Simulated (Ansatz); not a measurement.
# Lattice dynamics of NiS2 monolayer (2H), part 2 of 3

How does NiS2 monolayer (2H) vibrate, and is this structure a minimum?

Ansatz 0.2.0; DFT LDA, scalar-relativistic, plane waves, PAW.

So far. Step 2 (Rough relaxation): The program solves this slab on a cell height of its own, 30.0 Å, in place of the one typed.

## (4) Relaxing to small forces for the phonons

Phonons need a cell at rest on their own settings, so the relaxation is repeated with tight tolerances on forces and stress, using the mesh and the filling of the phonon run that follows.

input.yaml reads:

```yaml
crystal:
  lattice:
    - [3.4040110568, 0.0, 0.0]
    - [-1.7020055284, 2.94796005, 0.0]
    - [0.0, 0.0, 30.0]
  atoms:
    - { symbol: Ni, position: [0.3333333333, 0.6666666667, 0.3333333333] }
    - { symbol: S, position: [0.6666666667, 0.3333333333, 0.3689995175] }
    - { symbol: S, position: [0.6666666667, 0.3333333333, 0.2976671492] }
  periodic: [true, true, false]
kpoints:
  mp_grid: { grid: [18, 18, 1] }
hamiltonian:
  xc: lda
scf:
  occupations: { method: methfessel_paxton, width: 0.15 }
output:
  forces: true
  stress: true
  eigenvalues: true
  write_density: true
  write_potential: true
  elf: true
  volumetric_format: npy
relax:
  adjacent_minimum: "off"
  f_tol: 0.001
  max_steps: 60
  cell: { stress_2d_tol: 0.002 }
```

The run is started by

```bash
ansatz run input.yaml --threads 8 --pin off --max-ram 14336MiB --backend cpu --events-out ev --progress --plain --runs-dir out
```

Numbers of over 12 decimals in the logs are rounded to 6 here.

Output:

```text
[...]
Crystal: 3 atoms, lattice volume = 301.047 Å³
Basis set: ecut = 420 eV, 5909 PW (Γ)
Bands: 19, of which v1, the nominal top of the filled ones, is band 15 counted from 1 (14 counted from 0)
Symmetry: 12 space group operations
[...]
k-points: 37 of 324 (time reversal used)
[...]
--- Relaxed structure (5 steps of the walk, 5 accepted, 1 SCFs on fresh bases) ---
[...]
cell:  # Å, volume = 301.2351 Å³
    - [3.405076, 0.0, 0]
    - [-1.702538, 2.948883, 0]
    - [0, 0, 30.0]
  atoms:
    - { symbol: Ni, position: [0.333333, 0.666667, 0.333333] }
    - { symbol: S, position: [0.666667, 0.333333, 0.368968] }
    - { symbol: S, position: [0.666667, 0.333333, 0.297699] }
[key lines of the parts left out:]
SCF converged after 9 iterations
Free energy (F): -7512.676190 eV
Fermi energy:    -4.112466 eV
P = ½ c Tr σ = 0.0007 N/m
```

Elapsed: 20 s, on 8 threads of Arm Neoverse V1, shared host; peak memory 0.78 GiB.

Little changed from the start: no atom moved by 0.005 Å and no cell edge by 0.1 %.

Numbers from this step:

```
area per atom : 3.347 Å²
```

ELF in the ac plane at fractional y = 0.333, with atoms of S within 0.2 Å of it. It is the smooth field of the valence electrons, not physical close to the nuclei.

Ten even steps from '0' (0.00) to '9' (0.82), each cell a mean:
```
00000000000000
00000000000000
00000000000000
00000000000000
00000000000000
00000000000000
00000000000000
00000000000000
00000000000000
00000000000000
00000000000000
00000000000000
00000000000000
00000113333321
52114799988998
42223577645786
53224688534788
41013689999997
00000011222210
00000000000000
00000000000000
00000000000000
00000000000000
00000000000000
```
Columns run along a (3.4 Å), rows up along c (30.0 Å). Atoms in or near the plane, at fractional coordinates: S at (0.67, 0.37), S at (0.67, 0.30).

Electrostatic potential energy in the ac plane at fractional y = 0.333, with atoms of S within 0.2 Å of it. With pseudopotentials it is smooth inside the atoms' cores, unlike the true potential.

Ten even steps from '0' (-30 eV) to '9' (0 eV), each cell a mean:
```
99999999999999
99999999999999
99999999999999
99999999999999
99999999999999
99999999999999
99999999999999
99999999999999
99999999999999
99999999999999
99999999999999
99999999999999
99999999999999
99999999999999
99999864322357
88888752101136
88888741000026
99999975444568
99999999999999
99999999999999
99999999999999
99999999999999
99999999999999
99999999999999
```
Columns run along a (3.4 Å; values clipped at the 3rd and 97th percentile), rows up along c (30.0 Å). Atoms in or near the plane, at fractional coordinates: S at (0.67, 0.37), S at (0.67, 0.30).

Valence density in the ac plane at fractional y = 0.333, with atoms of S within 0.2 Å of it. It is the smooth field of the valence electrons, not physical close to the nuclei.

Values in units of 1e-1 e/Å³, 24 rows by 14 columns, each cell a mean:
```
0.0 0.0 0.0 0.0 0.0 0.0 0.0 0.0 0.0 0.0 0.0 0.0 0.0 0.0
0.0 0.0 0.0 0.0 0.0 0.0 0.0 0.0 0.0 0.0 0.0 0.0 0.0 0.0
0.0 0.0 0.0 0.0 0.0 0.0 0.0 0.0 0.0 0.0 0.0 0.0 0.0 0.0
0.0 0.0 0.0 0.0 0.0 0.0 0.0 0.0 0.0 0.0 0.0 0.0 0.0 0.0
0.0 0.0 0.0 0.0 0.0 0.0 0.0 0.0 0.0 0.0 0.0 0.0 0.0 0.0
0.0 0.0 0.0 0.0 0.0 0.0 0.0 0.0 0.0 0.0 0.0 0.0 0.0 0.0
0.0 0.0 0.0 0.0 0.0 0.0 0.0 0.0 0.0 0.0 0.0 0.0 0.0 0.0
0.0 0.0 0.0 0.0 0.0 0.0 0.0 0.0 0.0 0.0 0.0 0.0 0.0 0.0
0.0 0.0 0.0 0.0 0.0 0.0 0.0 0.0 0.0 0.0 0.0 0.0 0.0 0.0
0.0 0.0 0.0 0.0 0.0 0.0 0.0 0.0 0.0 0.0 0.0 0.0 0.0 0.0
0.0 0.0 0.0 0.0 0.0 0.0 0.0 0.0 0.0 0.0 0.0 0.0 0.0 0.0
0.0 0.0 0.0 0.0 0.0 0.0 0.0 0.0 0.0 0.0 0.0 0.0 0.0 0.0
0.0 0.0 0.0 0.0 0.0 0.0 0.0 0.0 0.0 0.0 0.0 0.0 0.0 0.0
0.1 0.0 0.0 0.0 0.1 0.1 0.1 0.2 0.3 0.3 0.3 0.2 0.2 0.1
1.5 0.9 0.6 0.7 1.2 2.3 4.1 6.4 6.9 6.4 6.7 6.8 5.3 3.1
3.4 2.9 2.8 2.8 3.1 4.3 6.4 8.8 8.4 7.1 7.7 8.9 7.7 5.3
3.3 2.6 2.3 2.4 3.0 4.4 7.1 9.7 8.6 6.5 7.5 9.6 8.5 5.7
1.0 0.6 0.4 0.5 0.9 1.6 2.9 4.8 5.7 5.9 5.9 5.2 3.8 2.2
0.0 0.0 0.0 0.0 0.0 0.1 0.1 0.1 0.1 0.1 0.1 0.1 0.1 0.1
0.0 0.0 0.0 0.0 0.0 0.0 0.0 0.0 0.0 0.0 0.0 0.0 0.0 0.0
0.0 0.0 0.0 0.0 0.0 0.0 0.0 0.0 0.0 0.0 0.0 0.0 0.0 0.0
0.0 0.0 0.0 0.0 0.0 0.0 0.0 0.0 0.0 0.0 0.0 0.0 0.0 0.0
0.0 0.0 0.0 0.0 0.0 0.0 0.0 0.0 0.0 0.0 0.0 0.0 0.0 0.0
0.0 0.0 0.0 0.0 0.0 0.0 0.0 0.0 0.0 0.0 0.0 0.0 0.0 0.0
```
Columns run along a (3.4 Å), rows up along c (30.0 Å). Atoms in or near the plane, at fractional coordinates: S at (0.67, 0.37), S at (0.67, 0.30).

The largest force component left is 0.042 meV/Å, within the tolerances set.

## (5) Zone-centre response

The zone centre comes first: it holds the modes that light can see, as far as symmetry allows. No field response is asked, since the mesh shows no gap.

input.yaml, the sections that differ from step 4:

```yaml
crystal:
  lattice:
    - [3.4050762795, 0.0, 0.0]
    - [-1.7025381397, 2.9488825598, 0.0]
    - [0.0, 0.0, 30.0]
  atoms:
    - { symbol: Ni, position: [0.3333333333, 0.6666666667, 0.3333333333] }
    - { symbol: S, position: [0.6666666667, 0.3333333333, 0.3689680748] }
    - { symbol: S, position: [0.6666666667, 0.3333333333, 0.2976985918] }
  periodic: [true, true, false]
output:
  eigenvalues: true
phonons:
  method: dfpt
# kpoints, hamiltonian, scf: as in step 4
# relax: removed
```

Output:

```text
[...]
Crystal: 3 atoms, lattice volume = 301.235 Å³
Basis set: ecut = 420 eV, 5909 PW (Γ), exchange–correlation on 48×48×432 points (8 copies of the dense FFT grid, shifted against one another)
Bands: 19, of which v1, the nominal top of the filled ones, is band 15 counted from 1 (14 counted from 0)
Symmetry: 12 space group operations
k-points: 91 of 324 (irreducible under 2 space group operations, time reversal used)
[...]
SCF iter   1: F=—  HF=-7512.714752 eV  |F-HF|=—  |Δ(HF+E_count)|=         —  Δρ=9.28e-3  dr2=3.21e-1  ethr=1.77e-3  ⟨swp⟩=12.4  Hψ=14514  notcnv=0
[...]
SCF iter  11: F=-7512.676180 eV  HF=-7512.676180 eV  |F-HF|=7.03e-10  |Δ(HF+E_count)|=   3.50e-9  S|Δr|=    0.00e0  Δρ=3.29e-8  dr2=4.44e-12  ethr=1.00e-12  ⟨swp⟩=10.7  Hψ=13846  notcnv=0
SCF 1 converged in 11 iterations: F = -7512.676180 eV  dr2 = 4.44e-12
[...]
DFPT response loops at Γ: preconditioner auto → none (partly filled bands, converged f_vac=0.804); β = 0.50; Broyden in place of MSR1
SCF converged after 11 iterations
[...]
Free energy (F): -7512.676180 eV
[...]
Internal energy: -7512.677049 eV  (E = F + TS)
E sigma→0 (E₀):  -7512.676397 eV
Entropy (-TS):   0.000869 eV (0.290 meV/atom)
Fermi energy:    -4.112500 eV
[...]
--- Band table (eV; the first three rows and the last of 91) ---
  k-point 0: bands = [... 11 lower, -6.0103, -4.2274, -3.9759, -3.9759, -3.7707, -3.7707, -1.6188, -0.5030]
  k-point 1: bands = [... 11 lower, -6.0303, -4.2294, -4.1554, -4.0540, -3.8570, -3.7527, -1.3937, -0.4537]
  k-point 2: bands = [... 11 lower, -6.0951, -4.5446, -4.4135, -4.2662, -3.8853, -3.7028, -0.9020, -0.3062]
  k-point 90: bands = [... 11 lower, -6.9942, -6.6035, -6.3405, -5.5850, -3.9706, -2.2699, 0.7385, 2.2576]
--- Phonons (Γ-DFPT): 4 representative perturbations + reference, on 91 of 324 k-points (Σ response iterations 24) ---
  k mesh reduced under 2 symmetry operations, with k and −k counted as one. Each operation leaves every solved perturbation unchanged. A smaller set is not used because it would not reduce the number of displacements times k-points to solve
  ASR residual: 2.570e-5 → 0.000e0 eV/Å²; symmetrization residual: 9.962e-6 eV/Å²
  ASR residual per site (eV/Å²): 2.57e-5 1.93e-5 1.93e-5
  Γ frequencies (cm⁻¹): 0.00 0.00 0.00 178.48 204.91 204.91 261.30 261.30 390.58
  non-analytic LO–TO correction: not included (Born effective charges unavailable; polar crystals: no LO–TO splitting at Γ)
```

The job ended after 54 s (8 threads; peak memory 2 GiB; 6.6 min of CPU time).

Reading the cycles: dr2 is the Hartree energy of the density residual (eV), the measure of convergence; HF is the Harris–Foulkes estimate of the energy, which meets the free energy F at convergence.

Numbers from this step:

- sum-rule residual before enforcement: 2.57e-5 eV/Å²
- point group: -6m2
- highest optical mode at the zone centre (no LO-TO term): 390.6 cm⁻¹
- lowest optical zone-centre mode: 178.5 cm⁻¹

Patterns of degenerate modes are one choice out of their space. The modes at Γ (shares of kinetic energy by element, %):

```
mode  frequency (cm⁻¹)  symmetry  Ni %  S %
   1               0.0  acoustic    48   52
   2               0.0  acoustic    48   52
   3               0.0  acoustic    48   52
   4             178.5      A2''    52   48
   5             204.9       E''     0  100
   6             204.9       E''     0  100
   7             261.3        E'    52   48
   8             261.3        E'    52   48
   9             390.6       A1'     0  100
```

Displacements in mode 4 (178.5 cm⁻¹), the largest set to 1:
```
Ni1  0.00  0.00  1.00
S2   0.00  0.00 -0.92
S3   0.00  0.00 -0.92
```

Displacements in mode 9 (390.6 cm⁻¹), the largest set to 1:
```
Ni1  0.00  0.00  0.00
S2   0.00  0.00  1.00
S3   0.00  0.00 -1.00
```

Before it was imposed, the acoustic sum rule was missed by 2.6e-5 eV/Å². Small misses are needed for a sound result but don't prove that mesh and cutoff are converged. The lowest optical mode is real, 178 cm⁻¹.

(Continued in part 3 of 3.)

[Logs are printed without paths, hosts, clocks, repeated set-up lines and the standing remarks that a program may print on its own settings, such as how far it seeks lower states.]

[Hosts, paths, dates, database ids (printed as entryN), source tags and the programs' standing remarks are cut or masked in the printed files.]
